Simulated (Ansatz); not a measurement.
## ScPtC2: relaxing a made-up structure

This structure for ScPtC2 is made up. Its elements were placed in a known structure type with a cell scaled to their sizes. What cell does the guess relax to, and how far off was it?

Calculated with Ansatz 0.2.0; DFT, PBE, plane-wave PAW, files of the set soft_1, scalar-relativistic, no spin, cell and ions relaxed at zero pressure; PAW set soft_1.

**1. Starting point**

Symmetry: P4/nmm, No. 129, tetragonal system. Conventional cell: a = 3.448 Å, b = 3.448 Å, c = 7.456 Å, α = 90.00°, β = 90.00°, γ = 90.00°. Nearest to Pt lie 4 C at 2.11 Å. Nearest to Sc lie 5 C at 2.18 to 2.44 Å. C has 1 C at 1.42 Å and 5 Sc at 2.18 to 2.44 Å nearest. Nearest to C lie 1 C at 1.42 Å and 4 Pt at 2.11 Å. Farther neighbours are not listed.

**2. Relaxing cell and atoms**

The guessed cell has no reason to be at equilibrium. It is relaxed with the atoms, within the space group of the guess.

File input.yaml:

```yaml
crystal:
  lattice:
    - [3.448, 0.0, 0.0]
    - [0.0, 3.448, 0.0]
    - [0.0, 0.0, 7.456]
  atoms:
    - { symbol: Pt, position: [0.5, 0.5, 0.0] }
    - { symbol: Pt, position: [0.0, 0.0, 0.0] }
    - { symbol: Sc, position: [0.5, 0.0, 0.3548] }
    - { symbol: Sc, position: [0.0, 0.5, 0.6452] }
    - { symbol: C, position: [0.5, 0.0, 0.647] }
    - { symbol: C, position: [0.0, 0.5, 0.353] }
    - { symbol: C, position: [0.5, 0.0, 0.8379] }
    - { symbol: C, position: [0.0, 0.5, 0.1621] }
kpoints:
  mp_grid: { grid: [8, 8, 4] }
scf:
  occupations: { method: fermi_dirac, width: 0.05 }
hamiltonian:
  xc: pbe
  pseudopotentials: { kind: paw, azcp: { folder: soft_1 } }
relax:
  f_tol: 0.015
  max_steps: 70
  cell: {}
output:
  forces: true
  stress: true
```

On the command line:

```sh
ansatz run input.yaml --threads 4 --pin off --max-ram 10240MiB --backend cpu --events-out ev --progress --plain --runs-dir out
```

Numbers of over 12 decimals in the logs are rounded to 6 here.

Output:

```text
Engine: ansatz 0.2.0, x86_64-unknown-linux-gnu
Pseudopotentials: kind: paw
Pseudopotential: Pt, paw, valence charge 18, recommended cutoff 420 eV (normal), soft_1/Pt.paw.azcp
Pseudopotential: Sc, paw, valence charge 11, recommended cutoff 420 eV (normal), soft_1/Sc.paw.azcp
Pseudopotential: C, paw, valence charge 4, recommended cutoff 420 eV (normal), soft_1/C.paw.azcp
Functional definition: PBE
  parameter kappa = 0.804
  parameter beta = 0.066725
  exchange = pbe_x(kappa = kappa, mu = beta*pi^2/3)
  correlation = pbe_c(beta = beta)
Crystal: 8 atoms, lattice volume = 88.642 Å³
Basis set: ecut = 420 eV, 1717 PW (Γ), exchange–correlation on 48×48×100 points (8 copies of the dense FFT grid, shifted against one another)
Bands: 45, of which v1, the nominal top of the filled ones, is band 37 counted from 1 (36 counted from 0)
Symmetry: 16 space group operations
Space group: P4/nmm (ITA 129), of the structure as read, at distance tolerance 4.5e-5 Å
k-points: 45 of 256
Non-local potential: Pt, projectors of the file, l = 0: 3, l = 1: 2, l = 2: 2, l = 3: 1
Non-local potential: Sc, projectors of the file, l = 0: 3, l = 1: 2, l = 2: 3, l = 3: 1
Non-local potential: C, projectors of the file, l = 0: 2, l = 1: 2, l = 2: 1
PAW form: soft (Blöchl's): semilocal exchange-correlation on the pseudo side does not see the compensation charge
PAW one-centre angular grid: Pt, 590 points (default); XC on 64 Gauss nodes
PAW one-centre angular grid: Sc, 590 points (default); XC on 64 Gauss nodes
PAW one-centre angular grid: C, 110 points (default); XC on 64 Gauss nodes
Initial density: superposition of atomic densities (chi_scale 0.1, normalization cell, long waves kept (reshape's long-wave potential 0.35 eV rms))
Initial wavefunctions: pseudopotential atomic-orbital guess
Functional: x = pbe(κ = 0.804, μ = 0.219515), c = pbe(β = 0.066725)
SCF iter   1: F=—  HF=-30368.323838 eV  |F-HF|=—  |Δ(HF+E_count)|=         —  Δρ=4.48e-1  dr2=9.00e2  ethr=3.10e-3  ⟨swp⟩=6.3  Hψ=6884  notcnv=0
preconditioner: auto → Kerker (q_TF=auto, 2.647 Å⁻¹)  [metal: Δε(μ)=0.007 eV  Ē_g=7.059 eV  σ=0.050 eV  W_gap=0.04  n_scr=30 (ndim 8)  ℏωp=25.6 eV  f_vac=0.000  D(μ)=10.82/eV (n_scr^D=158)]
SCF iter   2: F=—  HF=-30334.795044 eV  |F-HF|=—  |Δ(HF+E_count)|=    3.35e1  Δρ=1.72e-1  dr2=1.79e2  ethr=3.10e-3  ⟨swp⟩=3.8  Hψ=5164  notcnv=0  defer=6
SCF iter   3: F=—  HF=-30325.764878 eV  |F-HF|=—  |Δ(HF+E_count)|=    9.03e0  Δρ=6.59e-2  dr2=2.87e1  ethr=3.10e-3  ⟨swp⟩=4.4  Hψ=4561  notcnv=0
SCF iter   4: F=—  HF=-30322.994343 eV  |F-HF|=—  |Δ(HF+E_count)|=    2.77e0  Δρ=2.38e-2  dr2=2.56e0  ethr=3.10e-3  ⟨swp⟩=4.8  Hψ=4477  notcnv=0  defer=27
SCF iter   5: F=—  HF=-30322.820836 eV  |F-HF|=—  |Δ(HF+E_count)|=   1.74e-1  Δρ=1.42e-2  dr2=9.56e-1  ethr=3.10e-3  ⟨swp⟩=2.0  Hψ=2595  notcnv=0  defer=48
SCF iter   6: F=—  HF=-30322.729661 eV  |F-HF|=—  |Δ(HF+E_count)|=   9.12e-2  Δρ=6.58e-3  dr2=1.52e-1  ethr=1.29e-3  ⟨swp⟩=3.3  Hψ=2675  notcnv=0  defer=58
SCF iter   7: F=—  HF=-30322.712191 eV  |F-HF|=—  |Δ(HF+E_count)|=   1.75e-2  Δρ=1.59e-3  dr2=4.21e-3  ethr=2.05e-4  ⟨swp⟩=4.0  Hψ=2951  notcnv=0  defer=56
SCF iter   8: F=—  HF=-30322.711810 eV  |F-HF|=—  |Δ(HF+E_count)|=   3.81e-4  Δρ=5.37e-4  dr2=6.14e-4  ethr=5.69e-6  ⟨swp⟩=2.0  Hψ=2912  notcnv=0  defer=56
SCF iter   9: F=—  HF=-30322.711746 eV  |F-HF|=—  |Δ(HF+E_count)|=   6.38e-5  Δρ=2.14e-4  dr2=1.40e-4  ethr=8.30e-7  ⟨swp⟩=2.3  Hψ=2860  notcnv=0  defer=56
SCF iter  10: F=—  HF=-30322.711724 eV  |F-HF|=—  |Δ(HF+E_count)|=   2.17e-5  Δρ=3.76e-5  dr2=2.56e-6  ethr=1.90e-7  ⟨swp⟩=2.1  Hψ=2334  notcnv=0  defer=56
SCF iter  11: F=—  HF=-30322.711661 eV  |F-HF|=—  |Δ(HF+E_count)|=   6.32e-5  Δρ=9.80e-6  dr2=1.74e-7  ethr=3.46e-9  ⟨swp⟩=2.0  Hψ=3299  notcnv=0  defer=56
SCF iter  12: F=-30322.711661 eV  HF=-30322.711661 eV  |F-HF|=6.04e-10  |Δ(HF+E_count)|=   7.36e-9  Δρ=1.86e-6  dr2=2.65e-9  ethr=1.35e-10  ⟨swp⟩=4.4  Hψ=6380  notcnv=0
SCF 1 converged in 12 iterations: F = -30322.711661 eV  dr2 = 2.65e-9
  greatest PAW one-centre occupation: 1.000 electrons in one spin orbital (limit 2), on the Pt atom at site 1 (counted from 0), in its partial waves of l = 0
relax step   1: F+E_penalty+E_count = -30322.71166104 eV  Δ(F+E_penalty+E_count) = +0.000e0 eV  max|allowed force component| = 4.771e0 eV/Å  Δτ_max = 0.0000 Å  P = +34.255 GPa  Ω = 88.642 Å³  (12 SCF iters, dr2 threshold 1.00e-7 eV, accepted)
Crystal: 8 atoms, lattice volume = 98.547 Å³
Basis set: ecut = 420 eV, 1921 PW (Γ), exchange–correlation on 48×48×100 points (8 copies of the dense FFT grid, shifted against one another)
Initial density: handed on by an earlier stage of this run
Initial wavefunctions: those handed on with the density
SCF iter   1: F=—  HF=-30325.326147 eV  |F-HF|=—  |Δ(HF+E_count)|=         —  Δρ=4.16e-2  dr2=8.87e0  ethr=3.10e-3  ⟨swp⟩=8.4  Hψ=8189  notcnv=0  defer=5
preconditioner: auto → Kerker (q_TF=auto, 2.601 Å⁻¹)  [metal: Δε(μ)=0.027 eV  Ē_g=8.291 eV  σ=0.050 eV  W_gap=0.13  n_scr=38 (ndim 8)  ℏωp=24.2 eV  f_vac=0.000  D(μ)=2.91/eV (n_scr^D=16)]
SCF iter   2: F=—  HF=-30324.578622 eV  |F-HF|=—  |Δ(HF+E_count)|=   7.48e-1  Δρ=1.36e-2  dr2=9.56e-1  ethr=3.10e-3  ⟨swp⟩=2.4  Hψ=3057  notcnv=0  defer=77
SCF iter   3: F=—  HF=-30324.477159 eV  |F-HF|=—  |Δ(HF+E_count)|=   1.01e-1  Δρ=7.67e-3  dr2=3.64e-1  ethr=1.29e-3  ⟨swp⟩=1.7  Hψ=2034  notcnv=0  defer=77
SCF iter   4: F=—  HF=-30324.413289 eV  |F-HF|=—  |Δ(HF+E_count)|=   6.39e-2  Δρ=2.40e-3  dr2=1.19e-2  ethr=4.92e-4  ⟨swp⟩=2.5  Hψ=2907  notcnv=0  defer=75
SCF iter   5: F=—  HF=-30324.411838 eV  |F-HF|=—  |Δ(HF+E_count)|=   1.45e-3  Δρ=1.07e-3  dr2=2.52e-3  ethr=1.60e-5  ⟨swp⟩=2.4  Hψ=3248  notcnv=0  defer=58
SCF iter   6: F=—  HF=-30324.411443 eV  |F-HF|=—  |Δ(HF+E_count)|=   3.95e-4  Δρ=3.35e-4  dr2=2.08e-4  ethr=3.40e-6  ⟨swp⟩=2.0  Hψ=2886  notcnv=0  defer=58
SCF iter   7: F=—  HF=-30324.411446 eV  |F-HF|=—  |Δ(HF+E_count)|=   3.60e-6  Δρ=1.19e-4  dr2=3.10e-5  ethr=2.81e-7  ⟨swp⟩=2.0  Hψ=2937  notcnv=0  defer=58
SCF iter   8: F=—  HF=-30324.411444 eV  |F-HF|=—  |Δ(HF+E_count)|=   1.81e-6  Δρ=4.72e-5  dr2=3.17e-6  ethr=4.19e-8  ⟨swp⟩=2.1  Hψ=2548  notcnv=0  defer=58
SCF iter   9: F=-30324.411444 eV  HF=-30324.411444 eV  |F-HF|=5.56e-8  |Δ(HF+E_count)|=   5.40e-8  Δρ=1.25e-5  dr2=1.73e-7  ethr=1.08e-9  ⟨swp⟩=4.8  Hψ=6515  notcnv=0
SCF 2 converged in 9 iterations: F = -30324.411444 eV  dr2 = 1.73e-7
[...]
SCF iter   3: F=—  HF=-30324.630367 eV  |F-HF|=—  |Δ(HF+E_count)|=   3.90e-2  Δρ=3.73e-3  dr2=9.08e-2  ethr=3.33e-4  ⟨swp⟩=2.0  Hψ=2730  notcnv=0  defer=35
SCF iter   4: F=—  HF=-30324.615978 eV  |F-HF|=—  |Δ(HF+E_count)|=   1.44e-2  Δρ=1.65e-3  dr2=4.78e-3  ethr=1.23e-4  ⟨swp⟩=2.0  Hψ=2606  notcnv=0  defer=38
SCF iter   5: F=—  HF=-30324.615108 eV  |F-HF|=—  |Δ(HF+E_count)|=   8.71e-4  Δρ=6.22e-4  dr2=7.44e-4  ethr=6.46e-6  ⟨swp⟩=2.0  Hψ=2736  notcnv=0  defer=38
SCF iter   6: F=—  HF=-30324.615098 eV  |F-HF|=—  |Δ(HF+E_count)|=   1.01e-5  Δρ=2.09e-4  dr2=7.64e-5  ethr=1.01e-6  ⟨swp⟩=2.0  Hψ=2877  notcnv=0  defer=38
SCF iter   7: F=—  HF=-30324.615101 eV  |F-HF|=—  |Δ(HF+E_count)|=   3.30e-6  Δρ=6.73e-5  dr2=8.62e-6  ethr=1.03e-7  ⟨swp⟩=2.0  Hψ=2527  notcnv=0  defer=38
SCF iter   8: F=—  HF=-30324.615101 eV  |F-HF|=—  |Δ(HF+E_count)|=   2.59e-8  Δρ=2.52e-5  dr2=9.22e-7  ethr=1.17e-8  ⟨swp⟩=2.0  Hψ=2739  notcnv=0  defer=38
SCF iter   9: F=-30324.615101 eV  HF=-30324.615101 eV  |F-HF|=2.72e-8  |Δ(HF+E_count)|=   2.01e-8  Δρ=7.77e-6  dr2=7.22e-8  ethr=1.08e-9  ⟨swp⟩=4.0  Hψ=6278  notcnv=0
SCF 3 converged in 9 iterations: F = -30324.615101 eV  dr2 = 7.22e-8
relax step   3: F+E_penalty+E_count = -30324.61510095 eV  Δ(F+E_penalty+E_count) = -2.037e-1 eV  max|allowed force component| = 6.255e-1 eV/Å  Δτ_max = 0.0982 Å  P = +2.544 GPa  Ω = 98.654 Å³  energy of the carried Pulay correction = -1.102e-2 eV  (9 SCF iters, dr2 threshold 8.00e-7 eV, accepted)
[...]
relax step   4: F+E_penalty+E_count = -30324.64380243 eV  Δ(F+E_penalty+E_count) = -2.870e-2 eV  max|allowed force component| = 4.910e-1 eV/Å  Δτ_max = 0.0464 Å  P = +0.293 GPa  Ω = 100.290 Å³  energy of the carried Pulay correction = -1.271e-2 eV  (7 SCF iters, dr2 threshold 8.00e-7 eV, accepted)
[...]
relax step   5: F+E_penalty+E_count = -30324.64976565 eV  Δ(F+E_penalty+E_count) = -5.963e-3 eV  max|allowed force component| = 3.687e-2 eV/Å  Δτ_max = 0.0133 Å  P = -0.193 GPa  Ω = 100.183 Å³  energy of the carried Pulay correction = -1.260e-2 eV  (6 SCF iters, dr2 threshold 8.00e-7 eV, accepted)
[...]
relax step   6: F+E_penalty+E_count = -30324.65003476 eV  Δ(F+E_penalty+E_count) = -2.691e-4 eV  max|allowed force component| = 2.860e-2 eV/Å  Δτ_max = 0.0022 Å  P = -0.093 GPa  Ω = 100.124 Å³  energy of the carried Pulay correction = -1.254e-2 eV  (5 SCF iters, dr2 threshold 5.74e-7 eV, accepted)
[...]
relax step   7: F+E_penalty+E_count = -30324.65018294 eV  Δ(F+E_penalty+E_count) = -1.482e-4 eV  max|allowed force component| = 3.814e-3 eV/Å  Δτ_max = 0.0014 Å  P = +0.007 GPa  Ω = 100.073 Å³  energy of the carried Pulay correction = -1.249e-2 eV  (6 SCF iters, dr2 threshold 1.13e-7 eV, accepted)
[...]
relax step   8: F+E_penalty+E_count = -30324.67389794 eV  Δ(F+E_penalty+E_count) = -2.371e-2 eV  max|allowed force component| = 1.493e-3 eV/Å  Δτ_max = 0.0000 Å  P = +0.261 GPa  Ω = 100.073 Å³  stress off target by 3.66e-1 GPa  SCF on the basis re-selected at this cell (its energy is not comparable with the rows above)  (8 SCF iters)
[...]
relax step   9: F+E_penalty+E_count = -30324.67393427 eV  Δ(F+E_penalty+E_count) = -3.633e-5 eV  max|allowed force component| = 1.608e-3 eV/Å  Δτ_max = 0.0010 Å  P = -0.025 GPa  Ω = 100.244 Å³  energy of the carried Pulay correction = -1.852e-4 eV  (6 SCF iters, dr2 threshold 3.36e-7 eV, accepted)
iter 1 solved again at ethr=1.10e-7 eV; its pass at ethr=3.10e-3 eV (dr2=8.16e-5 eV) is discarded
SCF iter   1: F=—  HF=-30324.674113 eV  |F-HF|=—  |Δ(HF+E_count)|=         —  Δρ=1.09e-5  dr2=1.24e-7  ethr=1.10e-7  ⟨swp⟩=4.0  Hψ=12254  notcnv=0
preconditioner: auto → Kerker (q_TF=auto, 2.594 Å⁻¹)  [metal: Δε(μ)=0.024 eV  Ē_g=7.601 eV  σ=0.050 eV  W_gap=0.12  n_scr=38 (ndim 8)  ℏωp=24.0 eV  f_vac=0.000  D(μ)=2.10/eV (n_scr^D=16)]
SCF iter   2: F=—  HF=-30324.674128 eV  |F-HF|=—  |Δ(HF+E_count)|=   1.48e-5  Δρ=5.88e-6  dr2=4.87e-8  ethr=1.68e-10  ⟨swp⟩=2.8  Hψ=3535  notcnv=0
SCF iter   3: F=—  HF=-30324.674128 eV  |F-HF|=—  |Δ(HF+E_count)|=   3.30e-8  Δρ=1.95e-6  dr2=1.04e-8  ethr=6.58e-11  ⟨swp⟩=2.0  Hψ=2451  notcnv=0
SCF iter   4: F=—  HF=-30324.674128 eV  |F-HF|=—  |Δ(HF+E_count)|=   1.09e-9  Δρ=9.91e-7  dr2=3.24e-9  ethr=1.41e-11  ⟨swp⟩=2.0  Hψ=2768  notcnv=0
SCF iter   5: F=—  HF=-30324.674128 eV  |F-HF|=—  |Δ(HF+E_count)|=  4.00e-10  Δρ=6.18e-7  dr2=2.72e-10  ethr=4.38e-12  ⟨swp⟩=2.0  Hψ=2719  notcnv=0
SCF iter   6: F=-30324.674128 eV  HF=-30324.674128 eV  |F-HF|=7.28e-12  |Δ(HF+E_count)|=  2.07e-10  Δρ=1.68e-7  dr2=1.34e-11  ethr=1.00e-12  ⟨swp⟩=4.8  Hψ=6555  notcnv=0
SCF 10 converged in 6 iterations: F = -30324.674128 eV  dr2 = 1.34e-11
relax step  10: F+E_penalty+E_count = -30324.67412792 eV  Δ(F+E_penalty+E_count) = -1.936e-4 eV  max|allowed force component| = 1.394e-3 eV/Å  Δτ_max = 0.0000 Å  P = -0.025 GPa  Ω = 100.244 Å³  stress off target by 3.95e-2 GPa  SCF on the basis re-selected at this cell (its energy is not comparable with the rows above)  (6 SCF iters)
basis re-selected at this cell: Δ(F+E_penalty+E_count) = -1.936e-4 eV, ΔP = -0.000 GPa vs the last step (what re-selecting the basis moved, of the pressure what is left beyond the Pulay correction that the steps carried, after the strain that the cell walked since its last selection, with what the two solves' SCF thresholds leave and, on support functions, any second-order correction that the steps lacked; it is no m [...]
SCF converged after 6 iterations
Free energy (F): -30324.674128 eV
Harris-Foulkes:  -30324.674128 eV  (|F-HF|=7.28e-12)
Internal energy: -30324.656496 eV  (E = F + TS)
E sigma→0 (E₀):  -30324.665312 eV
Entropy (-TS):   -0.017632 eV (-2.204 meV/atom)
Fermi energy:    15.047671 eV
--- Per-component energies (eV) ---
  E_band       = -712.400073
  E_kinetic    = 1951.094259
  E_local      = -7152.132218  (includes V_loc(G=0)·N_el)
  E_nonlocal   = 784.813367
  E_hartree    = 2849.728432
  E_xc         = -824.896148
  E_vxc        = -986.425466  (∫ρ·V_xc dr)
  E_paw        = -21347.276556  (= ΣΔE_a)
  E_vpaw       = -1009.209325  (= ΣTr[D̂ρ^β])
  E_aug_tail   = 0.002432  (compensation charges beyond the density's cutoff)
  E_ewald      = -6585.990063
  E_smearing   = -0.017632  (= −TS)
  E_closure    = 0.000000  (closes the sum)
  Σ components = -30324.674128   (vs F -30324.674128, Δ=0.00e0)
--- Forces (eV/Å), atoms counted from 1 ---
  atom   1  Pt     0.00000000     0.00000000     0.00000000
  atom   2  Pt     0.00000000     0.00000000     0.00000000
  atom   3  Sc     0.00000000     0.00000000    -0.00010755
  atom   4  Sc     0.00000000     0.00000000     0.00010755
  atom   5  C      0.00000000     0.00000000     0.00139422
  atom   6  C      0.00000000     0.00000000    -0.00139422
  atom   7  C      0.00000000     0.00000000     0.00110341
  atom   8  C      0.00000000     0.00000000    -0.00110341
  max |Σ_I F_I| component: 1.39e-16 eV/Å
--- Stress (GPa, compression-positive) ---
       -0.039480       0.000000       0.000000
        0.000000      -0.039480       0.000000
        0.000000       0.000000       0.002472
  P = ⅓ Tr σ = -0.0255 GPa (-0.255 kbar)
--- Relaxed structure (8 steps of the walk, 8 accepted, 2 SCFs on fresh bases) ---
  F+E_penalty+E_count = -30324.67412792 eV   max|allowed force component| = 1.394e-3 eV/Å   (the final SCF, on the basis selected at the relaxed cell)
  cell:  # Å, volume = 100.2438 Å³
    - [3.675629, 0, 0.0]
    - [0, 3.675629, 0.0]
    - [0.0, 0.0, 7.419837]
  atoms:
    - { symbol: Pt, position: [0.5, 0.5, -2.253907413294705e-19] }
    - { symbol: Pt, position: [0, 0, -2.253907413294705e-19] }
    - { symbol: Sc, position: [0.5, 0, 0.347395] }
    - { symbol: Sc, position: [0, 0.5, 0.652605] }
    - { symbol: C, position: [0.5, 0, 0.637063] }
    - { symbol: C, position: [0, 0.5, 0.362937] }
    - { symbol: C, position: [0.5, 0, 0.819170] }
    - { symbol: C, position: [0, 0.5, 0.180830] }
```

Wall time 23 s (4 threads of AMD EPYC 7R43, shared host); peak memory 0.64 GiB.

Relaxation path:

```csv
step,energy less that of the first step (eV),largest force component (eV/Å),pressure (GPa),volume (Å³)
1,0.0000,4.7707,34.25,88.64
2,-1.6998,2.2999,3.53,98.55
3,-1.9034,0.6255,2.54,98.65
4,-1.9321,0.4910,0.29,100.29
5,-1.9381,0.0369,-0.19,100.18
6,-1.9384,0.0286,-0.09,100.12
7,-1.9385,0.0038,0.01,100.07
8*,-1.9622,0.0015,0.26,100.07
9,-1.9623,0.0016,-0.02,100.24
10*,-1.9625,0.0014,-0.03,100.24
```

Relaxation steps marked * repeat the geometry before them on a plane-wave basis chosen anew for their cell, so energy and pressure can jump there.

Forces are held to the 16 operations that the run works with; a distortion that breaks them can't arise in this run.

```csv
"conventional cell, symmetrised",before,after,change
a (Å),3.448,3.676,+6.6 %
b (Å),3.448,3.676,+6.6 %
c (Å),7.456,7.420,-0.5 %
volume (Å³/atom),11.08,12.53,+13.1 %
```

The atoms that moved most (Å, as changes of fractional coordinates times the final cell):

| atom | dx | dy | dz | length |
| --- | --- | --- | --- | --- |
| C8 | 0.000 | 0.000 | 0.139 | 0.139 |
| C7 | 0.000 | 0.000 | -0.139 | 0.139 |
| C6 | 0.000 | 0.000 | 0.074 | 0.074 |
| C5 | 0.000 | 0.000 | -0.074 | 0.074 |
| Sc4 | 0.000 | 0.000 | 0.055 | 0.055 |
| Sc3 | 0.000 | 0.000 | -0.055 | 0.055 |

Final coordinates:

```xyz
8
Lattice="3.6756 0.0000 0.0000 0.0000 3.6756 0.0000 0.0000 0.0000 7.4198" Properties=species:S:1:pos:R:3 pbc="T T T"
Pt    1.8378    1.8378    0.0000
Pt    0.0000    0.0000    0.0000
Sc    1.8378    0.0000    2.5776
Sc    0.0000    1.8378    4.8422
C     1.8378    0.0000    4.7269
C     0.0000    1.8378    2.6929
C     1.8378    0.0000    6.0781
C     0.0000    1.8378    1.3417
```

This step gave:

| Property | Result |
| --- | --- |
| free energy | -30324.6741 eV |
| energy at zero smearing | -30324.6653 eV |
| smearing term TS | 0.01763 eV |
| Fermi energy | 15.05 eV |
| electrons | 74 |
| symmetry operations | 16 |
| pressure | -0.02550 GPa |

The shortest distance of each pair, which need not be the same contact before and after:

| pair | guess (Å) | relaxed (Å) |
| --- | --- | --- |
| C–C | 1.423 | 1.351 |
| C–Sc | 2.179 | 2.149 |
| C–Pt | 2.105 | 2.275 |
| Pt–Pt | 2.438 | 2.599 |
| Pt–Sc | 3.158 | 3.166 |

The relaxation ends with a largest force component of 0.0014 eV/Å and a pressure of -0.03 GPa.

**3. Outcome**

| Item | Value |
| --- | --- |
| space group, relaxed | P4/nmm |
| conventional cell | a = 3.676, b = 3.676, c = 7.420 Å; α = 90.0°, β = 90.0°, γ = 90.0° |
| volume per atom | 12.53 Å³ (guess 11.08) |

**Reading.** ScPtC2 relaxes to P4/nmm with a = 3.676, b = 3.676 and c = 7.420 Å. The guessed volume was 12 % too small. The space group P4/nmm was held in the relaxation, so the end point is a stationary structure within it and may be a saddle against distortions or other arrangements. Mesh and cutoff weren't tested. Spin-orbit coupling is left out, which can matter for elements this heavy. No dispersion term is used, so weakly bound directions may come out too long. The runs have no spin, and magnetism wasn't tested. Nothing here tests whether the compound is stable against decomposition.

[Logs are printed without paths, hosts, clocks, repeated set-up lines and the standing remarks that a program may print on its own settings, such as how far it seeks lower states.]

[Hosts, paths, dates, database ids (printed as entryN), source tags and the programs' standing remarks are cut or masked in the printed files.]
